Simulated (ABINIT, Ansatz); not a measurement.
**Tellurium (P3_121, 3 atoms a cell): one start, several treatments of the self-energy**

How much does the gap of Tellurium (P3_121, 3 atoms a cell) depend on the approximation to the self-energy?

Main program and level: ABINIT 10.8.3; PBE and many-body steps on it, plane waves.

The database entry behind the starting cell differs from later determinations by our own check (inner coordinate of an old entry), so it need not match the best structure at ambient conditions.

## Step 1: The structure

It takes space group P3_121 (No. 152, trigonal). The conventional cell has a = 4.454 Å, b = 4.454 Å, c = 5.924 Å, α = 90.00°, β = 90.00°, γ = 120.00°. Te has 2 Te at 2.86 Å nearest.

The cell and positions come from the Crystallography Open Database and are kept as given unless a step says otherwise. Spin-orbit coupling is left out unless a step names it.

## Step 2: Empty states on the mesh, 3×3×2 mesh, 474 bands

This step: ABINIT 10.8.3; DFT, PBE, plane waves, norm-conserving pseudopotentials.

The sums over transitions need many empty states on a uniform mesh; this step solves for them.

run.abi

```
acell 3*1.0 Angstrom
rprim 
  4.454000000025 -0.000000000006 0.000000000000
  -2.227000000008 3.857277148481 0.000000000000
  0.000000000000 0.000000000000 5.924000000000
ntypat 1
znucl 52
natom 3
typat 1 1 1
xred 
  0.269000000000 0.000000000000 0.333333333333
  0.000000000000 0.269000000000 0.666666666667
  0.731000000000 0.731000000000 -0.000000000000
pp_dirpath "pseudos"
pseudos "Te.upf"
ecut 39
ngkpt 3 3 2
nshiftk 1
shiftk 0 0 0
kptopt 1
chksymbreak 0
iscf -2
irdden 1
istwfk *1
nband 474
nbdbuf 42
tolwfr 1e-09
nstep 60
prtvol 0
indata_prefix "in"
outdata_prefix "out"
tmpdata_prefix "tmp"
```

Command:

```bash
$ OMP_NUM_THREADS=1 mpirun -n 4 abinit run.abi > log
```

Numbers of over 12 decimals in the logs are rounded to 6 here.

The log of the run:

```text
.Version 10.8.3 of ABINIT. v10.8.2 released Aug 2026.

 Symmetries : space group P3_1 2 1 (#152); Bravais hP (primitive hexag.)
[... echo of the input left out ...]
== DATASET  1 ==================================================================
-   mpi_nproc: 4, omp_nthreads: 1 (-1 if OMP is not activated)

--- !DatasetInfo
iteration_state: {dtset: 1, }
dimensions: {natom: 3, nkpt: 6, mband: 474, nsppol: 1, nspinor: 1, nspden: 1, mpw: 8029, }
cutoff_energies: {ecut:  39.0, pawecutdg:  -1.0, }
[...]
5.23013    5.23236    5.23236    5.23817    5.23818    5.25850    5.27290    5.27297
   5.29133    5.31969    5.32252    5.32792    5.32950    5.33166    5.33460    5.33987
   5.35224    5.35546
 prteigrs : prtvol=0 or 1, do not print more k-points.

== END DATASET(S) ==============================================================
================================================================================

 -outvars: echo values of variables after computation  --------
            nband         474
             nkpt           6
          spgroup         152
 [... the other variables as echoed above ...]

 Calculation completed.
```

It took 12 min on 4 MPI ranks of Intel Xeon Platinum 8488C (Sapphire Rapids), shared host; peak memory 0.74 GiB.

Numbers from this step:

```yaml
gap: 0.1888 eV
k_of_the_valence_top: 0.3333, 0.3333, 0.5
k_of_the_conduction_bottom: 0.3333, 0.3333, 0.5
least_direct_gap: 0.1888 eV
k_points_computed: 6
lowest_point_of_the_top_converged_band_above_the_valence_top: 130.3224 eV
```

On this mesh the gap is 0.189 eV.

The density comes from a self-consistent run that is not shown.

## Step 3: Screening, 3×3×2 mesh, 197 bands, screening to 176.9 eV

The RPA dielectric matrix is built and inverted for each q.

This step: RPA screening on PBE, plane waves, norm-conserving pseudopotentials.

Edit run.abi of step 2 so:

```diff
@@ -21,10 +21,11 @@
 chksymbreak 0
-iscf -2
-irdden 1
 istwfk *1
-nband 474
-nbdbuf 42
-tolwfr 1e-09
-nstep 60
-prtvol 0
+occopt 1
+irdwfk 1
+optdriver 3
+nband 197
+ecuteps 6.5
+inclvkb 2
+awtr 1
+symchi 1
 indata_prefix "in"
```

The log of the run:

```text
.Version 10.8.3 of ABINIT. v10.8.2 released Aug 2026.

 Symmetries : space group P3_1 2 1 (#152); Bravais hP (primitive hexag.)
[... echo of the input left out ...]
== DATASET  1 ==================================================================
-   mpi_nproc: 4, omp_nthreads: 1 (-1 if OMP is not activated)

--- !DatasetInfo
iteration_state: {dtset: 1, }
dimensions: {natom: 3, nkpt: 6, mband: 197, nsppol: 1, nspinor: 1, nspden: 1, mpw: 8029, }
cutoff_energies: {ecut:  39.0, pawecutdg:  -1.0, }
electrons: {nelect:   7.20000000E+01, charge:   0.00000000E+00, occopt:   1.00000000E+00, tsmear:   1.00000000E-02, }

 SCREENING: Calculation of the susceptibility and dielectric matrices

 Based on a program developped by R.W. Godby, V. Olevano, G. Onida, and L. Reining.
 Incorporated in ABINIT by V. Olevano, G.-M. Rignanese, and M. Torrent.
.Using double precision arithmetic ; gwpc =  8

[... cell and pseudopotentials left out ...]
--------------------------------------------------------------------------------

 ==== K-mesh for the wavefunctions ====
 Number of points in the irreducible wedge :     6
[... list of points left out ...]
 Together with  6 symmetry operations and time-reversal symmetry
 yields    18 points in the full Brillouin Zone.

 ==== Q-mesh for the screening function ====
 Number of points in the irreducible wedge :     6
[... list of points left out ...]
 Together with  6 symmetry operations and time-reversal symmetry
 yields    18 points in the full Brillouin Zone.

 setmesh: FFT mesh size selected  =    30x   30x   45
          total number of points  =        40500

 vcoul_init : cutoff-mode = AUXILIARY_FUNCTION
 q-points for optical limit:   1
     1)      0.000010    0.000020    0.000030

- screening: taking advantage of time-reversal symmetry
- Maximum band index for partially occupied states nbvw = 36
- Remaining bands to be divided among processors   nbcw = 161
- Number of bands treated by each node ~40

 Number of electrons calculated from density =   72.0000; Expected =   72.0000
 average of density, n =  0.104831
 r_s =    1.3157
 omega_plasma =   31.2321 [eV]

 calculating chi0 at frequencies [eV] :
  1    0.000000E+00    0.000000E+00
  2    0.000000E+00    3.123205E+01

--------------------------------------------------------------------------------
  q-point number  1        q = ( 0.000000, 0.000000, 0.000000) [r.l.u.]
--------------------------------------------------------------------------------
[... chi0 elements left out ...]
 For q-point:  0.000010 0.000020 0.000030
  dielectric constant =   1.32857E+03
  dielectric constant without local fields =   1.64459E+03

  Average fulfillment of the sum rule on Im[epsilon] for q-point    1 :     64.10  [%]
[... wings left out ...]
  q-point number  2        q = ( 0.333333, 0.000000, 0.000000) [r.l.u.]
--------------------------------------------------------------------------------
[... chi0 elements left out ...]
  Average fulfillment of the sum rule on Im[epsilon] for q-point    2 :     69.20  [%]

 [... 4 further q-points ...]
```

Elapsed: 2.2 min, on 4 MPI ranks; peak memory 1.8 GiB; 9 min of CPU time.

This step gave:

```yaml
eps_infinity_with_local_fields_on_this_mesh_along_the_program_s_q_direction: 1329
the_same_without_local_fields: 1645
plasma_frequency: 31.23 eV
plane_waves_in_the_screening_matrix: 529
```

Local fields lower ε∞ by 19 %. The value itself is an artefact of the mesh, where one narrow direct gap carries too much weight.

## Step 4: G0W0, Godby-Needs plasmon pole

The self-energy is evaluated for the states that the input lists, and the levels follow from it, in one-shot runs by the linearised quasiparticle equation.

This step: G0W0 on PBE, plane waves, norm-conserving pseudopotentials.

Edit run.abi of step 3 so:

```diff
@@ -24,8 +24,17 @@
 irdwfk 1
-optdriver 3
+optdriver 4
 nband 197
+gwcalctyp 0
+ecutsigx 39
+symsigma 1
+nkptgw 2
+kptgw 
+  0.3333333333 0.3333333333 0.5000000000
+  0.0000000000 0.0000000000 0.0000000000
+bdgw 
+  35 39
+  34 38
 ecuteps 6.5
-inclvkb 2
-awtr 1
-symchi 1
+irdscr 1
+ppmodel 1
 indata_prefix "in"
```

The log of the run:

```text
.Version 10.8.3 of ABINIT. v10.8.2 released Aug 2026.

 Symmetries : space group P3_1 2 1 (#152); Bravais hP (primitive hexag.)
[... echo of the input left out ...]
== DATASET  1 ==================================================================
-   mpi_nproc: 4, omp_nthreads: 1 (-1 if OMP is not activated)

--- !DatasetInfo
iteration_state: {dtset: 1, }
dimensions: {natom: 3, nkpt: 6, mband: 197, nsppol: 1, nspinor: 1, nspden: 1, mpw: 8029, }
cutoff_energies: {ecut:  39.0, pawecutdg:  -1.0, }
electrons: {nelect:   7.20000000E+01, charge:   0.00000000E+00, occopt:   1.00000000E+00, tsmear:   1.00000000E-02, }

 SIGMA: Calculation of the GW corrections

 Based on a program developped by R.W. Godby, V. Olevano, G. Onida, and L. Reining.
 Incorporated in ABINIT by V. Olevano, G.-M. Rignanese, and M. Torrent.
.Using double precision arithmetic ; gwpc =  8

[... cell and pseudopotentials left out ...]
--------------------------------------------------------------------------------

 ==== K-mesh for the wavefunctions ====
 Number of points in the irreducible wedge :     6
[... list of points left out ...]
 Together with  6 symmetry operations and time-reversal symmetry
 yields    18 points in the full Brillouin Zone.

 ==== Q-mesh for screening function ====
 Number of points in the irreducible wedge :     6
[... list of points left out ...]
 Together with  6 symmetry operations and time-reversal symmetry
 yields    18 points in the full Brillouin Zone.

 vcoul_init : cutoff-mode = AUXILIARY_FUNCTION
 q-points for optical limit:   1
     1)      0.000010    0.000020    0.000030
 setmesh: FFT mesh size selected  =    45x   45x   72
          total number of points  =       145800

 Number of electrons calculated from density =   72.0000; Expected =   72.0000
 average of density, n =  0.104831
 r_s =    1.3157
 omega_plasma =   31.2321 [eV]

 === KS Band Gaps ===
  >>>> For spin  1
   Minimum direct gap =   0.1887 [eV], located at k-point      :   0.3333  0.3333  0.5000
   Fundamental gap    =   0.1887 [eV], Top of valence bands at :   0.3333  0.3333  0.5000
                                       Bottom of conduction at :   0.3333  0.3333  0.5000
 SIGMA fundamental parameters:
 PLASMON POLE MODEL  1
 number of plane-waves for SigmaX                 8029
 number of plane-waves for SigmaC and W            529
 number of plane-waves for wavefunctions          8029
 number of bands                                   197
 number of independent spin polarizations            1
 number of spinorial components                      1
 number of k-points in IBZ                           6
 number of q-points in IBZ                           6
 number of symmetry operations                       6
 number of k-points in BZ                           18
 number of q-points in BZ                           18
 number of frequencies for dSigma/dE                 9
 frequency step for dSigma/dE [eV]                0.25
 number of omega for Sigma on real axis              0
 max omega for Sigma on real axis  [eV]           0.00
 zcut for avoiding poles [eV]                     0.10

 EPSILON^-1 parameters (SCR file):
 dimension of the eps^-1 matrix on file            529
 dimension of the eps^-1 matrix used               529
 number of plane-waves for wavefunctions          8029
 number of bands                                   197
 number of q-points in IBZ                           6
 number of frequencies                               2
 number of real frequencies                          1
 number of imag frequencies                          1

 matrix elements of self-energy operator (all in [eV])

 Perturbative Calculation

--- !SelfEnergy_ee
iteration_state: {dtset: 1, }
kpoint     : [   0.333,    0.333,    0.500, ]
spin       : 1
KS_gap     :    0.189
QP_gap     :    0.439
Delta_QP_KS:    0.250
data: !SigmaeeData |
     Band     E0 <VxcDFT>   SigX SigC(E0)      Z dSigC/dE  Sig(E)    E-E0       E
       35   6.838 -13.348 -14.415   0.886   0.791  -0.265 -13.491  -0.143   6.695
       36   6.838 -13.348 -14.415   0.886   0.791  -0.265 -13.491  -0.143   6.695
       37   7.027 -12.763  -9.319  -3.308   0.793  -0.261 -12.656   0.107   7.134
       38   8.172 -12.773  -9.110  -3.524   0.792  -0.263 -12.662   0.110   8.283
       39   8.172 -12.773  -9.110  -3.524   0.792  -0.263 -12.662   0.110   8.283

--- !SelfEnergy_ee
iteration_state: {dtset: 1, }
kpoint     : [   0.000,    0.000,    0.000, ]
spin       : 1
KS_gap     :    1.864
QP_gap     :    2.246
Delta_QP_KS:    0.381
data: !SigmaeeData |
     Band     E0 <VxcDFT>   SigX SigC(E0)      Z dSigC/dE  Sig(E)    E-E0       E
       34   5.166 -12.255 -14.260   1.656   0.784  -0.276 -12.529  -0.274   4.892
       35   5.166 -12.255 -14.260   1.656   0.784  -0.276 -12.529  -0.274   4.892
       36   5.992 -12.551 -14.380   1.502   0.786  -0.272 -12.808  -0.257   5.735
       37   7.856 -13.090  -9.507  -3.425   0.788  -0.269 -12.965   0.124   7.980
       38   7.856 -13.090  -9.507  -3.425   0.788  -0.269 -12.965   0.124   7.980

== END DATASET(S) ==============================================================
================================================================================

 -outvars: echo values of variables after computation  --------
           etotal      0.0000000000E+00
            nband         197
             nkpt           6
          spgroup         152
 [... the other variables as echoed above ...]

 Calculation completed.
```

The job ended after 41 s (4 MPI ranks; peak memory 1.7 GiB).

Numbers from this step:

```yaml
g0w0_gap_on_the_points_computed: 0.4390 eV
starting_gap_on_the_mesh: 0.1888 eV
k_of_the_valence_top: 0.3333, 0.3333, 0.5
k_of_the_conduction_bottom: 0.3333, 0.3333, 0.5
z_at_the_valence_top: 0.791
z_at_the_conduction_bottom: 0.793
least_direct_g0w0_gap_on_the_computed_points: 0.4390 eV
```

The gap on the mesh goes from 0.19 eV to 0.44 eV, a correction of +0.25 eV.

## Step 5: G0W0, von der Linden-Horsch plasmon pole

Edit run.abi of step 4 so:

```diff
@@ -38,3 +38,3 @@
 irdscr 1
-ppmodel 1
+ppmodel 3
 indata_prefix "in"
```

The log of the run:

```text
.Version 10.8.3 of ABINIT. v10.8.2 released Aug 2026.

 Symmetries : space group P3_1 2 1 (#152); Bravais hP (primitive hexag.)
[... echo of the input left out ...]
== DATASET  1 ==================================================================
-   mpi_nproc: 4, omp_nthreads: 1 (-1 if OMP is not activated)

--- !DatasetInfo
iteration_state: {dtset: 1, }
dimensions: {natom: 3, nkpt: 6, mband: 197, nsppol: 1, nspinor: 1, nspden: 1, mpw: 8029, }
cutoff_energies: {ecut:  39.0, pawecutdg:  -1.0, }
electrons: {nelect:   7.20000000E+01, charge:   0.00000000E+00, occopt:   1.00000000E+00, tsmear:   1.00000000E-02, }

 SIGMA: Calculation of the GW corrections

 Based on a program developped by R.W. Godby, V. Olevano, G. Onida, and L. Reining.
 Incorporated in ABINIT by V. Olevano, G.-M. Rignanese, and M. Torrent.
.Using double precision arithmetic ; gwpc =  8

[... cell and pseudopotentials left out ...]
--------------------------------------------------------------------------------

 ==== K-mesh for the wavefunctions ====
 Number of points in the irreducible wedge :     6
[... list of points left out ...]
 Together with  6 symmetry operations and time-reversal symmetry
 yields    18 points in the full Brillouin Zone.

 ==== Q-mesh for screening function ====
 Number of points in the irreducible wedge :     6
[... list of points left out ...]
 Together with  6 symmetry operations and time-reversal symmetry
 yields    18 points in the full Brillouin Zone.

 vcoul_init : cutoff-mode = AUXILIARY_FUNCTION
 q-points for optical limit:   1
     1)      0.000010    0.000020    0.000030
 setmesh: FFT mesh size selected  =    45x   45x   72
          total number of points  =       145800

 Number of electrons calculated from density =   72.0000; Expected =   72.0000
[...]
number of omega for Sigma on real axis              0
 max omega for Sigma on real axis  [eV]           0.00
 zcut for avoiding poles [eV]                     0.10

 EPSILON^-1 parameters (SCR file):
 dimension of the eps^-1 matrix on file            529
 dimension of the eps^-1 matrix used               529
 number of plane-waves for wavefunctions          8029
 number of bands                                   197
 number of q-points in IBZ                           6
 number of frequencies                               2
 number of real frequencies                          1
 number of imag frequencies                          1

 matrix elements of self-energy operator (all in [eV])

 Perturbative Calculation

--- !SelfEnergy_ee
iteration_state: {dtset: 1, }
kpoint     : [   0.333,    0.333,    0.500, ]
spin       : 1
KS_gap     :    0.189
QP_gap     :    0.455
Delta_QP_KS:    0.267
data: !SigmaeeData |
     Band     E0 <VxcDFT>   SigX SigC(E0)      Z dSigC/dE  Sig(E)    E-E0       E
       35   6.838 -13.348 -14.415   0.301   0.866  -0.155 -14.011  -0.663   6.175
       36   6.838 -13.348 -14.415   0.301   0.866  -0.155 -14.011  -0.663   6.175
       37   7.027 -12.763  -9.319  -3.900   0.868  -0.152 -13.159  -0.396   6.631
[...]
--- !SelfEnergy_ee
iteration_state: {dtset: 1, }
kpoint     : [   0.000,    0.000,    0.000, ]
spin       : 1
KS_gap     :    1.864
QP_gap     :    2.363
Delta_QP_KS:    0.498
data: !SigmaeeData |
     Band     E0 <VxcDFT>   SigX SigC(E0)      Z dSigC/dE  Sig(E)    E-E0       E
[...]
37   7.856 -13.090  -9.507  -3.967   0.865  -0.156 -13.423  -0.333   7.523
       38   7.856 -13.090  -9.507  -3.967   0.865  -0.156 -13.423  -0.333   7.523

== END DATASET(S) ==============================================================
================================================================================

 -outvars: echo values of variables after computation  --------
           etotal      0.0000000000E+00
            nband         197
             nkpt           6
          spgroup         152
 [... the other variables as echoed above ...]

 Calculation completed.
```

Run time: 25 s. Hardware: 4 MPI ranks; peak memory 1.5 GiB.

Numbers from this step:

| Quantity | Value |
| --- | --- |
| G0W0 gap on the points computed | 0.4560 eV |
| starting gap on the mesh | 0.1888 eV |
| k of the valence top | 0.3333, 0.3333, 0.5 |
| k of the conduction bottom | 0.3333, 0.3333, 0.5 |
| Z at the valence top | 0.866 |
| Z at the conduction bottom | 0.868 |
| least direct G0W0 gap on the computed points | 0.4560 eV |

Against G0W0 in ABINIT (3×3×2 mesh, 197 bands, screening to 176.9 eV, Godby-Needs plasmon pole), the gap moves by +0.017 eV.

[end of part 1 of 2]

[Paths, hosts, dates, memory and timing lines, banners, echoed tables and standing remarks are left out of the program output.]

[Logs are printed without paths, hosts, clocks, repeated set-up lines and the standing remarks that a program may print on its own settings, such as how far it seeks lower states.]

[Runs of the session that timed out or met a known fault of the program may be left out.]

[Hosts, paths, dates, database ids (printed as entryN), source tags and the programs' standing remarks are cut or masked in the printed files.]

[G0W0 gaps are taken among the corrected bands and points alone; a level outside them can change the order at an edge.]

[Where Ansatz stands beside ABINIT at settings called matched, ABINIT's density can come from a denser mesh and the files from another edition; pairs whose starting gaps differed by over 0.03 eV were left out, so agreement reads better than it is.]
